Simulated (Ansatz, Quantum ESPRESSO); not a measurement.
# Complex bands of CaO, rock salt type, lattice constant set to 4.909 Å, part 3 of 3

Wanted: the complex band structure of CaO, rock salt type, lattice constant set to 4.909 Å, as for a tunnel barrier.

Quantum ESPRESSO 7.5; plane-wave DFT, LDA, GBRV ultrasoft pseudopotentials; cross-check by Ansatz 0.2.0 with PAW datasets.

So far. Step 2 (SCF with pw.x): The run needed 14 iterations to bring the estimated error under 1e-09 Ry.

## (4) Complex bands with pwcond.x, with ewind = 1.0

Level of this step: complex band structure by pwcond; plane-wave DFT, LDA, GBRV ultrasoft pseudopotentials (Quantum ESPRESSO).

A sensitivity test on the input.

cbs.w.in reads:

```
&inputcond
  outdir = './out'
  prefixl = 'scf'
  band_file = 'cbs.w'
  ikind = 0
  ewind = 1.0
  epsproj = 1e-05
  nz1 = 7
  energy0 = 7.44
  denergy = -0.24
/
4
  0.00000000 0.00000000 1.00000000
  0.50000000 0.00000000 1.00000000
  0.50000000 0.50000000 1.00000000
  0.25000000 0.00000000 1.00000000
40
```

Command:

```bash
$ OMP_NUM_THREADS=1 mpirun -n 2 pwcond.x -in cbs.w.in > cbs.w.out
```

Numbers of over 12 decimals in the logs are rounded to 6 here.

What it wrote:

```text
[banner, memory and clock lines left out]
Program PWCOND v.7.5 starts
[citation notice left out]

[...]
./out/scf.save/

     IMPORTANT: XC functional enforced from input :
     Exchange-correlation= PZ
                           (   1   1   0   0   0   0   0)
     Any further DFT definition will be discarded
     Please, verify this is what you really want

     Check: negative core charge=   -0.000003
     Reading collected, re-writing distributed wavefunctions

===== INPUT FILE containing the left lead =====

     GEOMETRY:

     lattice parameter (alat)  =       6.5596  a.u.
     the volume                =     399.1588 (a.u.)^3
     the cross section         =      43.0283 (a.u.)^2
     l of the unit cell        =       1.4142 (alat)
     number of atoms/cell      =            4
     number of atomic types    =            2

     crystal axes: (cart. coord. in units of alat)
               a(1) = (  1.0000  0.0000  0.0000 )
               a(2) = (  0.0000  1.0000  0.0000 )
               a(3) = (  0.0000  0.0000  1.4142 )

   Cartesian axes

     site n.     atom                  positions (alat units)
          1        Ca     tau(  1)=(  0.0000  0.0000  1.4142  )
          2        O      tau(  2)=(  0.5000  0.5000  1.4142  )
          3        Ca     tau(  3)=(  0.5000  0.5000  0.7071  )
          4        O      tau(  4)=(  0.0000  0.0000  0.7071  )

     nr1s                      =           27
     nr2s                      =           27
     nr3s                      =           40
     nr1sx                     =           27
     nr2sx                     =           27
     nr3sx                     =           40
     nr1                       =           30
     nr2                       =           30
     nr3                       =           45
     nr1x                      =           30
     nr2x                      =           30
     nr3x                      =           45

 _______________________________
  Radii of nonlocal spheres:

     type       ibeta     ang. mom.          radius (alat units)
       Ca         1         0                    0.3067
       Ca         2         0                    0.3067
       Ca         3         1                    0.3067
       Ca         4         1                    0.3067
       Ca         5         2                    0.3067
       Ca         6         2                    0.3067
       O          1         0                    0.1910
       O          2         0                    0.1910
       O          3         1                    0.1910
       O          4         1                    0.1910
       O          5         2                    0.1910
----- General information -----

----- Complex band structure calculation -----

     nrx                       =           27
     nry                       =           27
     nz1                       =            7

     energy0               =         7.4E+00
     denergy               =        -2.4E-01
     nenergy               =         40
     ecut2d                =         4.0E+01
     ewind                 =         1.0E+00
     epsproj               =         1.0E-05

     number of k_|| points=    4
                       cryst. coord.
        k(    1) = (   0.0000000   0.0000000), wk =   0.2500000
        k(    2) = (   0.5000000   0.0000000), wk =   0.2500000
        k(    3) = (   0.5000000   0.5000000), wk =   0.2500000
        k(    4) = (   0.2500000   0.0000000), wk =   0.2500000
----- Information about left lead -----

     nocros                   =           31
     noins                    =           31
     norb                     =           93
     norbf                    =           93
     nrz                      =           40

      iorb      type   ibeta   ang. mom.   m       position (alat)
        1        1       1        0        1   taunew(   1)=(  0.0000  0.0000  0.0000)
        2        1       2        0        1   taunew(   2)=(  0.0000  0.0000  0.0000)
[...]
93        2       5        2        5   taunew(  93)=(  0.5000  0.5000  1.4142)
 ngper, shell number =          137          22
 ngper, n2d =          137          55
---  E-Ef =    7.4400000  k =    0.0000000   0.0000000
---  ie =          1  ik =          1
 Nchannels of the left tip =            5
 Right moving states:
   k1(2pi/a)   k2(2pi/a)   E-Ef (eV)
   0.0293628  -0.0000000   7.4400000
   0.0550553  -0.0000000   7.4400000
  -0.1404294  -0.0000000   7.4400000
   0.4469340   0.0000000   7.4400000
   0.4469340   0.0000000   7.4400000
 Left moving states:
   k1(2pi/a)   k2(2pi/a)   E-Ef (eV)
  -0.0293627  -0.0000000   7.4400000
  -0.0550553  -0.0000000   7.4400000
   0.1404293  -0.0000000   7.4400000
  -0.4469338   0.0000000   7.4400000
  -0.4469338   0.0000000   7.4400000

---  E-Ef =    7.2000000  k =    0.0000000   0.0000000
---  ie =          2  ik =          1
 Nchannels of the left tip =            3
 Right moving states:
   k1(2pi/a)   k2(2pi/a)   E-Ef (eV)
  -0.2292843  -0.0000000   7.2000000
   0.3996727  -0.0000000   7.2000000
   0.3996727  -0.0000000   7.2000000
 Left moving states:
   k1(2pi/a)   k2(2pi/a)   E-Ef (eV)
   0.2292842  -0.0000000   7.2000000
  -0.3996727  -0.0000000   7.2000000
  -0.3996727  -0.0000000   7.2000000
[... further energies and points left out ...]
---  E-Ef =   -1.6800000  k =    0.2500000   0.0000000
---  ie =         39  ik =          4
 Nchannels of the left tip =            2
 Right moving states:
   k1(2pi/a)   k2(2pi/a)   E-Ef (eV)
  -0.2099132   0.0000000  -1.6800000
  -0.3208121   0.0000000  -1.6800000
 Left moving states:
   k1(2pi/a)   k2(2pi/a)   E-Ef (eV)
   0.2099133   0.0000000  -1.6800000
   0.3208120  -0.0000000  -1.6800000

---  E-Ef =   -1.9200000  k =    0.2500000   0.0000000
---  ie =         40  ik =          4
 Nchannels of the left tip =            2
 Right moving states:
   k1(2pi/a)   k2(2pi/a)   E-Ef (eV)
  -0.3413331   0.0000000  -1.9200000
  -0.4388179  -0.0000000  -1.9200000
 Left moving states:
   k1(2pi/a)   k2(2pi/a)   E-Ef (eV)
   0.3413333   0.0000000  -1.9200000
   0.4388178  -0.0000000  -1.9200000

[...]
```

Run time: 39 s. Hardware: 2 MPI ranks of Intel Xeon Platinum 8488C (Sapphire Rapids), shared host; peak memory 0.14 GiB.

The changed values were drawn from a wide range, not chosen for quality; the comparison shows what they did here together.

Beside the run it was changed from:

```tsv
quantity	this run	unchanged run	difference
peak of the smallest κ at the zone centre (Å⁻¹)	0.287	0.287	0
peak of the smallest κ at (1/2, 0) (Å⁻¹)	0.592	0.592	0
peak of the smallest κ at (1/2, 1/2) (Å⁻¹)	0.395	0.395	0
wall time (s)	39	70
```

The physical values in this table stay within 0.05 %.

## (5) Cross-check with Ansatz

As a check, the same structure is run in Ansatz.

Level of this step: plane-wave DFT, LDA, Ansatz PAW (Ansatz 0.2.0).

input.yaml reads:

```yaml
crystal:
  lattice:
    - [3.4711871888, 0.0, 0.0]
    - [0.0, 3.4711871888, 0.0]
    - [0.0, 0.0, 4.909]
  atoms:
    - { symbol: Ca, position: [0.0, 0.0, 0.0] }
    - { symbol: O, position: [0.5, 0.5, 0.0] }
    - { symbol: Ca, position: [0.5, 0.5, 0.5] }
    - { symbol: O, position: [0.0, 0.0, 0.5] }
kpoints:
  mp_grid: { grid: [8, 8, 6] }
hamiltonian:
  xc: lda
scf:
  occupations: { method: fixed }
  convergence: { dr2_threshold: 1.0e-09 }
output:
  transmission:
    leads: [[0, 0]]
    kpoints: [[0, 0], [0.5, 0], [0.5, 0.5], [0.25, 0]]
    e_range: [-1.92, 7.44]
    de: 0.24
```

Command:

```bash
$ ansatz run input.yaml --threads 2 --pin off --max-ram 4096MiB --backend cpu --events-out ev --progress --plain --runs-dir out
```

What it wrote:

```text
Engine: ansatz 0.2.0, x86_64-unknown-linux-gnu
Pseudopotentials: kind: paw
Pseudopotential: Ca, paw, valence charge 10, recommended cutoff 420 eV (normal), Ca.paw.azcp
Pseudopotential: O, paw, valence charge 6, recommended cutoff 420 eV (normal), O.paw.azcp
Functional definition: SPW92
  exchange = slater_x
  correlation = pw_c
Crystal: 4 atoms, lattice volume = 59.149 Å³
Basis set: ecut = 420 eV, 1149 PW (Γ)
Bands: 20, of which v1, the nominal top of the filled ones, is band 16 counted from 1 (15 counted from 0)
Symmetry: 32 space group operations
Space group: Fm-3m (ITA 225), of the structure as read, at distance tolerance 3.9e-5 Å
k-points: 60 of 384
Non-local potential: Ca, projectors of the file, l = 0: 3, l = 1: 2, l = 2: 2
Non-local potential: O, projectors of the file, l = 0: 2, l = 1: 2, l = 2: 1
PAW form: soft (Blöchl's): semilocal exchange-correlation on the pseudo side does not see the compensation charge
PAW frozen core: Ca, regenerated for the run's functional, and the local potential with it (the file was generated under x = pbe(κ = 0.804, μ = 0.219515), c = pbe(β = 0.066725))
PAW frozen core: O, regenerated for the run's functional, and the local potential with it (the file was generated under x = pbe(κ = 0.804, μ = 0.219515), c = pbe(β = 0.066725))
PAW one-centre angular grid: Ca, 110 points (default); XC on 64 Gauss nodes
PAW one-centre angular grid: O, 110 points (default); XC on 64 Gauss nodes
Initial density: superposition of atomic densities (neutral atoms: chi_scale 0, normalization atom), corrected by the library's trained network
Initial wavefunctions: pseudopotential atomic-orbital guess
Functional: x = slater, c = lda
SCF iter   1: F=—  HF=-4663.018291 eV  |F-HF|=—  |Δ(HF+E_count)|=         —  Δρ=1.60e-2  dr2=1.51e-1  ethr=1.77e-3  ⟨swp⟩=4.0  Hψ=5224  notcnv=0  defer=83
preconditioner: auto → none  [insulator: Δε(μ)=3.245 eV  Ē_g=16.567 eV  n_scr=14 (ndim 8)  ℏωp=25.5 eV  f_vac=0.000  ε∞_Penn≈3.4]
SCF iter   2: F=—  HF=-4663.007018 eV  |F-HF|=—  |Δ(HF+E_count)|=   1.13e-2  Δρ=1.54e-2  dr2=1.12e-1  ethr=4.71e-4  ⟨swp⟩=2.1  Hψ=2304  notcnv=0  defer=96
SCF iter   3: F=—  HF=-4662.980670 eV  |F-HF|=—  |Δ(HF+E_count)|=   2.63e-2  Δρ=2.35e-3  dr2=2.12e-3  ethr=3.51e-4  ⟨swp⟩=2.1  Hψ=1766  notcnv=0  defer=112
SCF iter   4: F=—  HF=-4662.980014 eV  |F-HF|=—  |Δ(HF+E_count)|=   6.56e-4  Δρ=6.07e-4  dr2=7.27e-5  ethr=6.62e-6  ⟨swp⟩=2.1  Hψ=1733  notcnv=0  defer=118
SCF iter   5: F=—  HF=-4662.979991 eV  |F-HF|=—  |Δ(HF+E_count)|=   2.33e-5  Δρ=9.86e-5  dr2=4.75e-6  ethr=2.27e-7  ⟨swp⟩=2.0  Hψ=1680  notcnv=0  defer=86
SCF iter   6: F=—  HF=-4662.979989 eV  |F-HF|=—  |Δ(HF+E_count)|=   1.75e-6  Δρ=9.34e-6  dr2=3.64e-8  ethr=1.48e-8  ⟨swp⟩=2.0  Hψ=1605  notcnv=0  defer=35
SCF iter   7: F=—  HF=-4662.979989 eV  |F-HF|=—  |Δ(HF+E_count)|=   3.49e-8  Δρ=1.16e-6  dr2=5.00e-10  ethr=3.13e-12  ⟨swp⟩=4.0  Hψ=5041  notcnv=0
SCF iter   8: F=-4662.979989 eV  HF=-4662.979989 eV  |F-HF|=2.73e-12  |Δ(HF+E_count)|=  9.09e-13  Δρ=1.06e-7  dr2=3.57e-12  ethr=1.56e-12  ⟨swp⟩=1.0  Hψ=2990  notcnv=0
SCF 1 converged in 8 iterations: F = -4662.979989 eV  dr2 = 3.57e-12
  greatest PAW one-centre occupation: 0.996 electrons in one spin orbital (limit 2), on the Ca atom at site 2 (counted from 0), in its partial waves of l = 0
transmission: 8 of 32 steps passed
transmission: 16 of 32 steps passed
transmission: 24 of 32 steps passed
transmission: 32 of 32 steps passed
SCF converged after 8 iterations
Free energy (F): -4662.979989 eV
Harris-Foulkes:  -4662.979989 eV  (|F-HF|=2.73e-12)
Internal energy: -4662.979989 eV  (E = F + TS)
E sigma→0 (E₀):  -4662.979989 eV
Fermi energy:    6.609199 eV
--- Per-component energies (eV) ---
  E_band       = -233.726578
  E_kinetic    = 902.884868
  E_local      = -1851.139906  (includes V_loc(G=0)·N_el)
  E_nonlocal   = 233.015370
  E_hartree    = 607.665772
  E_xc         = -417.728897
  E_vxc        = -529.490716  (∫ρ·V_xc dr)
  E_paw        = -1925.815492  (= ΣΔE_a)
  E_vpaw       = -204.332604  (= ΣTr[D̂ρ^β])
  E_aug_tail   = 0.004908  (compensation charges beyond the density's cutoff)
  E_ewald      = -2212.626786
  E_core_change = 0.760175  (= ΣΔE_core)
  E_smearing   = -0.000000  (= −TS)
  E_closure    = -0.000000  (closes the sum)
  Σ components = -4662.979989   (vs F -4662.979989, Δ=0.00e0)
--- Band table (eV; the first three rows and the last of 60) ---
  k-point 0: bands = [... 12 lower, 6.2212, 6.6092, 6.6092, 6.6092, 10.1125, 10.6809, 12.5800, 12.5800]
  k-point 1: bands = [... 12 lower, 6.2249, 6.2249, 6.5523, 6.5523, 10.2336, 11.0746, 12.3402, 12.8268]
  k-point 2: bands = [... 12 lower, 6.2471, 6.2471, 6.4273, 6.4273, 10.5853, 11.7703, 11.8239, 13.3853]
  k-point 59: bands = [... 12 lower, 5.5401, 5.5401, 5.5401, 5.5401, 12.6227, 12.6227, 12.6227, 12.6227]
--- Transmission ---
  basis      : 101 plane waves across, 8 finite elements along
  points     : 4, as listed
  energies   : 40 from -1.920000 to 7.440000 eV about the Fermi level, 0.240000 eV apart; the leads are filled to 1.751663 eV, and channels, transmission and decay are at 1.680000 eV
  crystal 0  : Ca2O2, at the sites [0, 0], period 4.9090 Å: whole cells are its period
    offset         : up to 0.0000 Å between an atom of the period and one for which it stands
    channels       : 0.000000e0 a spin
    conductance    : none, the energies end too early or step too widely for 300 K: set another output.transmission.e_range or a lower de, or, where they end at an eighth of basis.ecutwfc, a higher one
    slowest decay  : 0.2819 /Å at (0.0000, 0.0000)
```

The job ended after 10 s (2 threads; peak memory 0.43 GiB; 13 s of CPU time).

This step gave:

| Quantity | Value |
| --- | --- |
| free energy | -4662.9800 eV |
| gap by band count | 3.503 eV |
| symmetry operations | 32 |
| slowest decay at the grid energy nearest mid-gap | 0.2819 Å⁻¹ |
| peak of the smallest κ at the zone centre | 0.2863 Å⁻¹ |
| peak of the smallest κ at (1/2, 0) | 0.5926 Å⁻¹ |
| peak of the smallest κ at (1/2, 1/2) | 0.3954 Å⁻¹ |
| peak of the smallest κ at (1/4, 0) | 0.3922 Å⁻¹ |
| valence top, on the run's zero | 6.609 eV |

K across = (0, 0) in the cell's reciprocal vectors; values within 0.0025 1/Å of each other count once, columns are sorted by size at each energy, a dash where no further value was kept. Im kz of the slowest decaying states against energy, zero at the highest filled level of the SCF mesh:

```tsv
energy (eV)	decay 1 (Å⁻¹)	decay 2 (Å⁻¹)	decay 3 (Å⁻¹)
-1.92	0.226	0.995	1.31
-1.68	0.951	1.29	-
-1.20	0.197	0.842	1.23
-0.96	0.304	0.768	1.20
-0.72	0.366	0.667	1.17
-0.24	0.444	0.664	1.11
0.00	0.0146	0.0330	0.470
0.24	0.141	0.368	0.492
0.72	0.223	0.525	0.942
0.96	0.246	0.539	0.560
1.20	0.263	0.550	0.584
1.68	0.282	0.567	0.608
1.92	0.286	0.573	0.612
2.16	0.286	0.578	0.613
2.64	0.276	0.555	0.586
2.88	0.266	0.474	0.588
3.36	0.227	0.230	0.569
3.60	0.194	0.553	0.589
3.84	0.143	0.533	0.588
4.32	0.486	0.583	0.710
4.56	0.456	0.579	0.666
4.80	0.422	0.575	0.622
5.28	0.335	0.538	0.563
5.52	0.275	0.498	0.555
5.76	0.191	0.459	0.547
6.24	0.211	0.381	0.525
6.48	0.281	0.339	0.512
6.72	0.293	0.331	0.496
7.20	0.165	0.374	0.399
7.44	0.421	0.424	0.919
```

K across = (0, 0) in the cell's reciprocal vectors. The Re kz of states that move upwards by energy, zero at the highest filled level of the SCF mesh:

```tsv
energy (eV)	channel 1 (Å⁻¹)	channel 2 (Å⁻¹)	channel 3 (Å⁻¹)	channel 4 = channel 5 (Å⁻¹)
-1.92	-	-	-	-
-1.44	-0.533	-0.192	-	-
-0.96	-0.366	-	-	-
-0.48	-0.230	-	-	-
0.00	-	-	-	-
0.48	-	-	-	-
0.96	-	-	-	-
1.44	-	-	-	-
1.92	-	-	-	-
2.40	-	-	-	-
2.88	-	-	-	-
3.12	-	-	-	-
3.60	0.190	-	-	-
4.08	0.0285	0.473	-	-
4.56	-0.625	0.243	-	-
5.04	-0.466	0.379	-	-
5.52	-0.301	0.510	-	-
6.00	0.0724	0.0724	0.639	-
6.48	-0.511	0.312	0.312	-
6.96	-0.370	0.452	0.452	-
7.44	-0.166	0.0573	0.132	0.575
```

K across = (1/2, 0) in the cell's reciprocal vectors; values within 0.0025 1/Å of each other count once, columns are sorted by size at each energy, a dash where no further value was kept. The Im kz of the slowest decaying states by energy, zero at the highest filled level of the SCF mesh:

```tsv
energy (eV)	decay 1 (Å⁻¹)	decay 2 (Å⁻¹)	decay 3 (Å⁻¹)
-1.92	0.148	0.657	0.795
-1.68	0.289	0.573	0.716
-1.20	0.265	0.386	-
-0.96	0.288	0.494	-
-0.72	0.226	0.538	0.542
-0.24	0.398	0.610	0.692
0.00	0.435	0.631	0.730
0.24	0.461	0.646	0.757
0.72	0.499	0.662	0.791
0.96	0.513	0.664	0.802
1.20	0.525	0.663	0.809
1.68	0.545	0.652	0.815
1.92	0.555	0.641	0.815
2.16	0.567	0.625	0.813
2.64	0.587	0.805	-
2.88	0.581	0.799	-
3.36	0.563	0.782	1.45
3.60	0.552	0.772	1.43
3.84	0.539	0.760	1.40
4.32	0.508	0.733	1.33
4.56	0.489	0.717	1.30
4.80	0.467	0.699	1.26
5.28	0.413	0.659	1.18
5.52	0.377	0.635	1.13
5.76	0.332	0.608	1.08
6.24	0.278	0.544	0.951
6.48	0.246	0.504	0.862
6.72	0.146	0.456	-
7.20	0.311	0.390	0.659
7.44	0.155	0.300	0.772
```

K across = (1/2, 1/2) in the cell's reciprocal vectors; values within 0.0025 1/Å of each other count once, columns are sorted by size at each energy, a dash where no further value was kept. Table of Im kz of the slowest decaying states by energy, zero at the highest filled level of the SCF mesh:

```tsv
energy (eV)	decay 1 (Å⁻¹)	decay 2 (Å⁻¹)	decay 3 (Å⁻¹)
-1.92	0.359	0.807	-
-1.68	0.300	0.724	-
-1.20	0.864	-	-
-0.96	0.948	-	-
-0.72	1.000	-	-
-0.24	0.159	0.195	1.06
0.00	0.244	0.289	1.09
0.24	0.297	0.339	1.10
0.72	0.363	0.385	1.13
0.96	0.386	0.394	1.14
1.20	0.395	0.405	1.15
1.68	0.382	0.432	1.16
1.92	0.368	0.442	1.16
2.16	0.349	0.450	1.16
2.64	0.295	0.461	1.17
2.88	0.256	0.464	1.17
3.36	0.128	0.467	1.16
3.60	0.466	1.16	1.46
3.84	0.464	1.16	1.44
4.32	0.457	1.15	1.37
4.56	0.451	1.14	1.34
4.80	0.445	1.14	1.31
5.28	0.427	1.13	1.24
5.52	0.416	1.12	1.20
5.76	0.403	1.11	1.16
6.24	0.370	1.07	1.10
6.48	0.348	1.02	1.09
6.72	0.322	0.961	1.08
7.20	0.240	0.825	1.06
7.44	0.152	0.737	1.06
```

K across = (1/4, 0) in the cell's reciprocal vectors; values within 0.0025 1/Å of each other count once, columns are sorted by size at each energy, a dash where no further value was kept. The Im kz of the slowest decaying states by energy, zero at the highest filled level of the SCF mesh:

```tsv
energy (eV)	decay 1 (Å⁻¹)	decay 2 (Å⁻¹)	decay 3 (Å⁻¹)
-1.92	0.813	0.898	-
-1.68	0.749	0.841	1.48
-1.44	0.667	0.773	1.46
-1.20	0.552	0.681	1.43
-0.96	0.228	0.451	0.537
-0.72	0.310	0.352	0.532
-0.48	0.196	0.441	0.506
-0.24	0.0730	0.439	0.500
0.00	0.206	0.510	0.534
0.24	0.263	0.521	0.578
0.72	0.326	0.543	0.612
0.96	0.346	0.552	0.621
1.20	0.361	0.560	0.625
1.44	0.372	0.567	0.626
1.68	0.381	0.572	0.624
1.92	0.387	0.577	0.619
2.16	0.390	0.580	0.612
2.40	0.392	0.583	0.603
2.64	0.392	0.585	0.591
2.88	0.390	0.577	0.586
3.12	0.386	0.561	0.586
3.36	0.380	0.542	0.585
3.60	0.372	0.521	0.584
3.84	0.362	0.497	0.582
4.08	0.349	0.470	0.579
4.32	0.332	0.439	0.530
4.56	0.311	0.404	0.408
4.80	0.225	0.283	0.364
5.28	0.181	0.261	0.438
5.52	0.187	0.395	0.547
5.76	0.343	0.540	0.739
6.00	0.0716	0.277	0.533
6.24	0.155	0.180	0.527
6.48	0.174	0.524	0.631
6.72	0.139	0.539	0.558
6.96	0.0940	0.482	0.538
7.20	0.308	0.398	0.507
7.44	0.358	0.484	0.758
```

## (6) Worked from the printed numbers

T falls as exp(−2κd). With κ = 0.283 1/Å, 10 Å of barrier pass exp(−2 × 0.283 × 10) = 0.0035 of that channel, interfaces aside.

## (7) What came out

| Quantity | Value |
| --- | --- |
| gap on the SCF mesh | 3.51 eV |
| smallest κ at mid-gap among the four k points, at the zone centre | 0.283 Å⁻¹ |
| peak of the smallest κ in the stop band at the zone centre | 0.287 Å⁻¹ |
| peak of the smallest κ in the stop band at (1/2, 0) | 0.592 Å⁻¹ |
| peak of the smallest κ in the stop band at (1/2, 1/2) | 0.395 Å⁻¹ |
| peak of the smallest κ in the stop band at (1/4, 0) | 0.392 Å⁻¹ |
| energy of the peak at the zone centre, over the highest filled level | 2.16 eV |
| peak at the zone centre by Ansatz | 0.286 Å⁻¹ |

What this shows: With a gap of 3.51 eV on the mesh, the smallest κ at mid-gap among the four k points, at the zone centre is 0.283 Å⁻¹ (LDA, GBRV ultrasoft). For a barrier with the Fermi level at mid-gap the slowest state found, at the zone centre, loses a factor of ten in probability every 4.1 Å or so. Stop bands away from the zone centre are mostly wider than the gap, so their peaks can lie above the conduction bottom. At the zone centre pwcond's peak is 0.287 and Ansatz's 0.286 1/Å, 0 % apart. The cell is the a/√2 one, turned by 45°, with two primitive cells, so X along [001] folds onto kz = 0. A semilocal gap is too small, often by a third to a half and by more in narrow-gap crystals, so real barriers decay faster.

[Logs are printed without paths, hosts, clocks, repeated set-up lines and the standing remarks that a program may print on its own settings, such as how far it seeks lower states.]

[Hosts, paths, dates, database ids (printed as entryN), source tags and the programs' standing remarks are cut or masked in the printed files.]

[Maps of the electrostatic potential energy from Ansatz leave out the sawtooth potential of an applied field or a dipole correction, so their vacuum need not be flat; planar profiles and work functions include it.]
